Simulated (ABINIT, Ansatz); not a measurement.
# Converging GW for CO2 (Cmce) in ABINIT

What does each rung of G0W0 on CO2 (Cmce) cost, and what does it buy?

Program: ABINIT 10.8.3. Level of theory: PBEsol and many-body steps on it, plane waves. Results are calculated unless marked as measured.

## Step 1: The structure

The structure is orthorhombic, space group Cmce (No. 64). Conventional cell: a = 5.272 Å, b = 4.775 Å, c = 6.587 Å, α = 90.00°, β = 90.00°, γ = 90.00°. C has 2 O at 1.17 Å nearest. Nearest to O lie 1 C at 1.17 Å. Farther neighbours and most contacts between anions are not listed.

The cell and positions are those that the Materials Project relaxed with its own functionals (PBE, PBE+U or r2SCAN), kept fixed.

## Step 2: Empty states on the mesh, 4×4×2 mesh, 435 bands

This step: ABINIT 10.8.3; DFT, PBEsol, plane waves, norm-conserving pseudopotentials.

The sums over transitions need many empty states on a uniform mesh; this step solves for them.

File run.abi:

```
acell 3*1.0 Angstrom
rprim 
  2.635911230000 -2.387378120000 0.000000000000
  2.635911230000 2.387378120000 0.000000000000
  0.000000000000 0.000000000000 6.587174910000
ntypat 2
znucl 6 8
natom 6
typat 1 1 2 2 2 2
xred 
  0.000000000000 0.000000000000 0.000000000000
  0.500000000000 0.500000000000 0.500000000000
  0.806508570000 0.193491430000 0.891843390000
  0.193491430000 0.806508570000 0.108156610000
  0.693491430000 0.306508570000 0.391843390000
  0.306508570000 0.693491430000 0.608156610000
pp_dirpath "pseudos"
pseudos "C.upf, O.upf"
ecut 37
ngkpt 4 4 2
nshiftk 1
shiftk 0 0 0
kptopt 1
chksymbreak 0
iscf -2
irdden 1
istwfk *1
nband 435
nbdbuf 38
tolwfr 1e-09
nstep 60
prtvol 0
indata_prefix "in"
outdata_prefix "out"
tmpdata_prefix "tmp"
```

The run is started by

```console
$ OMP_NUM_THREADS=1 mpirun -n 8 abinit run.abi > log
```

Numbers of over 12 decimals in the logs are rounded to 6 here.

What it wrote:

```text
.Version 10.8.3 of ABINIT. v10.8.2 released Aug 2026.

 Symmetries : space group Cm c a (# 64); Bravais oC (1-face-center ortho.)
[... echo of the input left out ...]
== DATASET  1 ==================================================================
-   mpi_nproc: 8, omp_nthreads: 1 (-1 if OMP is not activated)

--- !DatasetInfo
iteration_state: {dtset: 1, }
dimensions: {natom: 6, nkpt: 14, mband: 435, nsppol: 1, nspinor: 1, nspden: 1, mpw: 6054, }
cutoff_energies: {ecut:  37.0, pawecutdg:  -1.0, }
[...]
5.92675    5.93742    5.94822    5.95415    5.98818    6.00017    6.00217    6.01144
   6.01758    6.02462    6.02715    6.05786    6.05819    6.07650    6.08560    6.08904
   6.11091    6.11327    6.12382
 prteigrs : prtvol=0 or 1, do not print more k-points.

== END DATASET(S) ==============================================================
================================================================================

 -outvars: echo values of variables after computation  --------
            nband         435
             nkpt          14
          spgroup          64
 [... the other variables as echoed above ...]

 Calculation completed.
```

It took 15 min on 8 MPI ranks of Arm Neoverse N1, shared host; peak memory 1.2 GiB; 2.1 h of CPU time.

This step gave:

| Quantity | Value |
| --- | --- |
| gap | 6.582 eV |
| k of the valence top | 0.5, 0.5, 0 |
| k of the conduction bottom | 0, 0, 0 |
| least direct gap | 7.142 eV |
| k points computed | 14 |
| lowest point of the top converged band, above the valence top | 156.4053 eV |

On this mesh the gap is 6.582 eV.

The density comes from a self-consistent run that is not shown.

## Step 3: Screening, 4×4×2 mesh, 63 bands, screening to 76.2 eV

The RPA dielectric matrix is built and inverted for each q.

This step: RPA screening on PBEsol, plane waves, norm-conserving pseudopotentials.

run.abi, as its differences from that of step 2:

```diff
@@ -24,10 +24,11 @@
 chksymbreak 0
-iscf -2
-irdden 1
 istwfk *1
-nband 435
-nbdbuf 38
-tolwfr 1e-09
-nstep 60
-prtvol 0
+occopt 1
+irdwfk 1
+optdriver 3
+nband 63
+ecuteps 2.8
+inclvkb 2
+awtr 1
+symchi 1
 indata_prefix "in"
```

What it wrote:

```text
.Version 10.8.3 of ABINIT. v10.8.2 released Aug 2026.

 Symmetries : space group Cm c a (# 64); Bravais oC (1-face-center ortho.)
[... echo of the input left out ...]
== DATASET  1 ==================================================================
-   mpi_nproc: 8, omp_nthreads: 1 (-1 if OMP is not activated)

--- !DatasetInfo
iteration_state: {dtset: 1, }
dimensions: {natom: 6, nkpt: 14, mband: 63, nsppol: 1, nspinor: 1, nspden: 1, mpw: 6054, }
cutoff_energies: {ecut:  37.0, pawecutdg:  -1.0, }
electrons: {nelect:   3.20000000E+01, charge:   0.00000000E+00, occopt:   1.00000000E+00, tsmear:   1.00000000E-02, }

 SCREENING: Calculation of the susceptibility and dielectric matrices

 Based on a program developped by R.W. Godby, V. Olevano, G. Onida, and L. Reining.
 Incorporated in ABINIT by V. Olevano, G.-M. Rignanese, and M. Torrent.
.Using double precision arithmetic ; gwpc =  8

[... cell and pseudopotentials left out ...]
--------------------------------------------------------------------------------

 ==== K-mesh for the wavefunctions ====
 Number of points in the irreducible wedge :    14
[... list of points left out ...]
 Together with  8 symmetry operations and time-reversal symmetry
 yields    32 points in the full Brillouin Zone.

 ==== Q-mesh for the screening function ====
 Number of points in the irreducible wedge :    14
[... list of points left out ...]
 Together with  8 symmetry operations and time-reversal symmetry
 yields    32 points in the full Brillouin Zone.

 setmesh: FFT mesh size selected  =    30x   30x   48
          total number of points  =        43200

 vcoul_init : cutoff-mode = AUXILIARY_FUNCTION
 q-points for optical limit:   1
     1)      0.000010    0.000020    0.000030

- screening: taking advantage of time-reversal symmetry
- Maximum band index for partially occupied states nbvw = 16
- Remaining bands to be divided among processors   nbcw = 47
- Number of bands treated by each node ~5

 Number of electrons calculated from density =   32.0000; Expected =   32.0000
 average of density, n =  0.057197
 r_s =    1.6101
 omega_plasma =   23.0697 [eV]

 calculating chi0 at frequencies [eV] :
  1    0.000000E+00    0.000000E+00
  2    0.000000E+00    2.306969E+01

--------------------------------------------------------------------------------
  q-point number  1        q = ( 0.000000, 0.000000, 0.000000) [r.l.u.]
--------------------------------------------------------------------------------
[... chi0 elements left out ...]
 For q-point:  0.000010 0.000020 0.000030
  dielectric constant =   1.8304
  dielectric constant without local fields =   2.1966

  Average fulfillment of the sum rule on Im[epsilon] for q-point    1 :     44.43  [%]
[... wings left out ...]
  q-point number  2        q = ( 0.250000, 0.000000, 0.000000) [r.l.u.]
--------------------------------------------------------------------------------
[... chi0 elements left out ...]
  Average fulfillment of the sum rule on Im[epsilon] for q-point    2 :     53.96  [%]

 [... 12 further q-points ...]
```

Wall time 48 s (8 MPI ranks); peak memory 2.8 GiB; 6.3 min of CPU time.

This step gave:

| Property | Result |
| --- | --- |
| ε∞ with local fields, on this mesh, along the program's q direction | 1.830 |
| the same without local fields | 2.197 |
| plasma frequency | 23.07 eV |
| plane waves in the screening matrix | 125 |

Local fields lower ε∞ by 17 %. On a Γ-centred mesh this coarse the value itself is usually too large, while a short band sum pulls it down.

## Step 4: 63 bands, 76.2 eV

The self-energy is evaluated for the states that the input lists, and the levels follow from it, in one-shot runs by the linearised quasiparticle equation.

This step: G0W0 on PBEsol, plane waves, norm-conserving pseudopotentials.

run.abi, as its differences from that of step 3:

```diff
@@ -27,8 +27,17 @@
 irdwfk 1
-optdriver 3
+optdriver 4
 nband 63
+gwcalctyp 0
+ecutsigx 37
+symsigma 1
+nkptgw 2
+kptgw 
+  0.5000000000 0.5000000000 0.0000000000
+  0.0000000000 0.0000000000 0.0000000000
+bdgw 
+  15 18
+  15 18
 ecuteps 2.8
-inclvkb 2
-awtr 1
-symchi 1
+irdscr 1
+ppmodel 1
 indata_prefix "in"
```

What it wrote:

```text
.Version 10.8.3 of ABINIT. v10.8.2 released Aug 2026.

 Symmetries : space group Cm c a (# 64); Bravais oC (1-face-center ortho.)
[... echo of the input left out ...]
== DATASET  1 ==================================================================
-   mpi_nproc: 8, omp_nthreads: 1 (-1 if OMP is not activated)

--- !DatasetInfo
iteration_state: {dtset: 1, }
dimensions: {natom: 6, nkpt: 14, mband: 63, nsppol: 1, nspinor: 1, nspden: 1, mpw: 6054, }
cutoff_energies: {ecut:  37.0, pawecutdg:  -1.0, }
electrons: {nelect:   3.20000000E+01, charge:   0.00000000E+00, occopt:   1.00000000E+00, tsmear:   1.00000000E-02, }

 SIGMA: Calculation of the GW corrections

 Based on a program developped by R.W. Godby, V. Olevano, G. Onida, and L. Reining.
 Incorporated in ABINIT by V. Olevano, G.-M. Rignanese, and M. Torrent.
.Using double precision arithmetic ; gwpc =  8

[... cell and pseudopotentials left out ...]
--------------------------------------------------------------------------------

 ==== K-mesh for the wavefunctions ====
 Number of points in the irreducible wedge :    14
[... list of points left out ...]
 Together with  8 symmetry operations and time-reversal symmetry
 yields    32 points in the full Brillouin Zone.

 ==== Q-mesh for screening function ====
 Number of points in the irreducible wedge :    14
[... list of points left out ...]
 Together with  8 symmetry operations and time-reversal symmetry
 yields    32 points in the full Brillouin Zone.

 vcoul_init : cutoff-mode = AUXILIARY_FUNCTION
 q-points for optical limit:   1
     1)      0.000010    0.000020    0.000030
 setmesh: FFT mesh size selected  =    40x   40x   72
          total number of points  =       115200

 Number of electrons calculated from density =   32.0000; Expected =   32.0000
 average of density, n =  0.057197
 r_s =    1.6101
 omega_plasma =   23.0697 [eV]

 === KS Band Gaps ===
  >>>> For spin  1
   Minimum direct gap =   7.1427 [eV], located at k-point      :   0.0000  0.0000  0.0000
   Fundamental gap    =   6.5818 [eV], Top of valence bands at :   0.5000  0.5000  0.0000
                                       Bottom of conduction at :   0.0000  0.0000  0.0000
 SIGMA fundamental parameters:
 PLASMON POLE MODEL  1
 number of plane-waves for SigmaX                 6011
 number of plane-waves for SigmaC and W            125
 number of plane-waves for wavefunctions          6011
 number of bands                                    63
 number of independent spin polarizations            1
 number of spinorial components                      1
 number of k-points in IBZ                          14
 number of q-points in IBZ                          14
 number of symmetry operations                       8
 number of k-points in BZ                           32
 number of q-points in BZ                           32
 number of frequencies for dSigma/dE                 9
 frequency step for dSigma/dE [eV]                0.25
 number of omega for Sigma on real axis              0
 max omega for Sigma on real axis  [eV]           0.00
 zcut for avoiding poles [eV]                     0.10

 EPSILON^-1 parameters (SCR file):
 dimension of the eps^-1 matrix on file            125
 dimension of the eps^-1 matrix used               125
 number of plane-waves for wavefunctions          6011
 number of bands                                    63
 number of q-points in IBZ                          14
 number of frequencies                               2
 number of real frequencies                          1
 number of imag frequencies                          1

 matrix elements of self-energy operator (all in [eV])

 Perturbative Calculation

--- !SelfEnergy_ee
iteration_state: {dtset: 1, }
kpoint     : [   0.500,    0.500,    0.000, ]
spin       : 1
KS_gap     :    7.767
QP_gap     :   13.185
Delta_QP_KS:    5.418
data: !SigmaeeData |
     Band     E0 <VxcDFT>   SigX SigC(E0)      Z dSigC/dE  Sig(E)    E-E0       E
       15  -3.447 -19.503 -24.934   3.205   0.834  -0.199 -21.359  -1.856  -5.303
       16  -3.115 -19.999 -25.296   3.178   0.834  -0.198 -21.768  -1.768  -4.884
       17   4.651 -15.944  -9.906  -1.793   0.860  -0.163 -12.294   3.650   8.301
       18   5.718 -16.902  -9.948  -2.129   0.853  -0.173 -12.787   4.115   9.833

--- !SelfEnergy_ee
iteration_state: {dtset: 1, }
kpoint     : [   0.000,    0.000,    0.000, ]
spin       : 1
KS_gap     :    7.143
QP_gap     :   10.931
Delta_QP_KS:    3.789
data: !SigmaeeData |
     Band     E0 <VxcDFT>   SigX SigC(E0)      Z dSigC/dE  Sig(E)    E-E0       E
       15  -3.729 -19.235 -24.726   3.181   0.835  -0.198 -21.164  -1.929  -5.658
       16  -3.676 -19.202 -24.719   3.210   0.834  -0.199 -21.126  -1.924  -5.601
       17   3.466 -10.424  -5.714  -2.613   0.889  -0.124  -8.559   1.864   5.330
       18   3.992 -15.084  -9.362  -1.705   0.864  -0.157 -11.612   3.472   7.464

== END DATASET(S) ==============================================================
================================================================================

 -outvars: echo values of variables after computation  --------
           etotal      0.0000000000E+00
            nband          63
             nkpt          14
          spgroup          64
 [... the other variables as echoed above ...]

 Calculation completed.
```

It took 6.2 s on 8 MPI ranks; peak memory 1.4 GiB.

This step gave:

```
G0W0 gap on the points computed              : 10.21 eV
starting gap on the mesh                     : 6.582 eV
k of the valence top                         : 0.5, 0.5, 0
k of the conduction bottom                   : 0, 0, 0
Z at the valence top                         : 0.834
Z at the conduction bottom                   : 0.889
least direct G0W0 gap on the computed points : 10.93 eV
```

The gap on the mesh goes from 6.58 eV to 10.21 eV, a correction of +3.63 eV.

## Step 5: Screening, 4×4×2 mesh, 171 bands, screening to 141.5 eV

This step: RPA screening on PBEsol, plane waves, norm-conserving pseudopotentials.

run.abi, as its differences from that of step 4:

```diff
@@ -27,17 +27,8 @@
 irdwfk 1
-optdriver 4
-nband 63
-gwcalctyp 0
-ecutsigx 37
-symsigma 1
-nkptgw 2
-kptgw 
-  0.5000000000 0.5000000000 0.0000000000
-  0.0000000000 0.0000000000 0.0000000000
-bdgw 
-  15 18
-  15 18
-ecuteps 2.8
-irdscr 1
-ppmodel 1
+optdriver 3
+nband 171
+ecuteps 5.2
+inclvkb 2
+awtr 1
+symchi 1
 indata_prefix "in"
```

What it wrote:

```text
.Version 10.8.3 of ABINIT. v10.8.2 released Aug 2026.

 Symmetries : space group Cm c a (# 64); Bravais oC (1-face-center ortho.)
[... echo of the input left out ...]
== DATASET  1 ==================================================================
-   mpi_nproc: 8, omp_nthreads: 1 (-1 if OMP is not activated)

--- !DatasetInfo
iteration_state: {dtset: 1, }
dimensions: {natom: 6, nkpt: 14, mband: 171, nsppol: 1, nspinor: 1, nspden: 1, mpw: 6054, }
cutoff_energies: {ecut:  37.0, pawecutdg:  -1.0, }
electrons: {nelect:   3.20000000E+01, charge:   0.00000000E+00, occopt:   1.00000000E+00, tsmear:   1.00000000E-02, }

 SCREENING: Calculation of the susceptibility and dielectric matrices

 Based on a program developped by R.W. Godby, V. Olevano, G. Onida, and L. Reining.
 Incorporated in ABINIT by V. Olevano, G.-M. Rignanese, and M. Torrent.
.Using double precision arithmetic ; gwpc =  8

[... cell and pseudopotentials left out ...]
--------------------------------------------------------------------------------

 ==== K-mesh for the wavefunctions ====
 Number of points in the irreducible wedge :    14
[... list of points left out ...]
 Together with  8 symmetry operations and time-reversal symmetry
 yields    32 points in the full Brillouin Zone.

 ==== Q-mesh for the screening function ====
 Number of points in the irreducible wedge :    14
[... list of points left out ...]
 Together with  8 symmetry operations and time-reversal symmetry
 yields    32 points in the full Brillouin Zone.

 setmesh: FFT mesh size selected  =    30x   30x   50
          total number of points  =        45000

 vcoul_init : cutoff-mode = AUXILIARY_FUNCTION
 q-points for optical limit:   1
     1)      0.000010    0.000020    0.000030

- screening: taking advantage of time-reversal symmetry
- Maximum band index for partially occupied states nbvw = 16
- Remaining bands to be divided among processors   nbcw = 155
- Number of bands treated by each node ~19

 Number of electrons calculated from density =   32.0000; Expected =   32.0000
 average of density, n =  0.057197
 r_s =    1.6101
 omega_plasma =   23.0697 [eV]

 calculating chi0 at frequencies [eV] :
  1    0.000000E+00    0.000000E+00
  2    0.000000E+00    2.306969E+01

--------------------------------------------------------------------------------
  q-point number  1        q = ( 0.000000, 0.000000, 0.000000) [r.l.u.]
--------------------------------------------------------------------------------
[... chi0 elements left out ...]
 For q-point:  0.000010 0.000020 0.000030
  dielectric constant =   1.8372
  dielectric constant without local fields =   2.2329

  Average fulfillment of the sum rule on Im[epsilon] for q-point    1 :     72.44  [%]
[... wings left out ...]
  q-point number  2        q = ( 0.250000, 0.000000, 0.000000) [r.l.u.]
--------------------------------------------------------------------------------
[... chi0 elements left out ...]
  Average fulfillment of the sum rule on Im[epsilon] for q-point    2 :     78.41  [%]

 [... 12 further q-points ...]
```

Run time: 4.5 min. Hardware: 8 MPI ranks; peak memory 4 GiB; 36 min of CPU time.

This step gave:

| Property | Result |
| --- | --- |
| ε∞ with local fields, on this mesh, along the program's q direction | 1.837 |
| the same without local fields | 2.233 |
| plasma frequency | 23.07 eV |
| plane waves in the screening matrix | 321 |

[end of part 1 of 2]

[Paths, hosts, dates, memory and timing lines, banners, echoed tables and standing remarks are left out of the program output.]

[Logs are printed without paths, hosts, clocks, repeated set-up lines and the standing remarks that a program may print on its own settings, such as how far it seeks lower states.]

[Runs of the session that timed out or met a known fault of the program may be left out.]

[Hosts, paths, dates, database ids (printed as entryN), source tags and the programs' standing remarks are cut or masked in the printed files.]

[G0W0 gaps are taken among the corrected bands and points alone; a level outside them can change the order at an edge.]

[Where Ansatz stands beside ABINIT at settings called matched, ABINIT's density can come from a denser mesh and the files from another edition; pairs whose starting gaps differed by over 0.03 eV were left out, so agreement reads better than it is.]
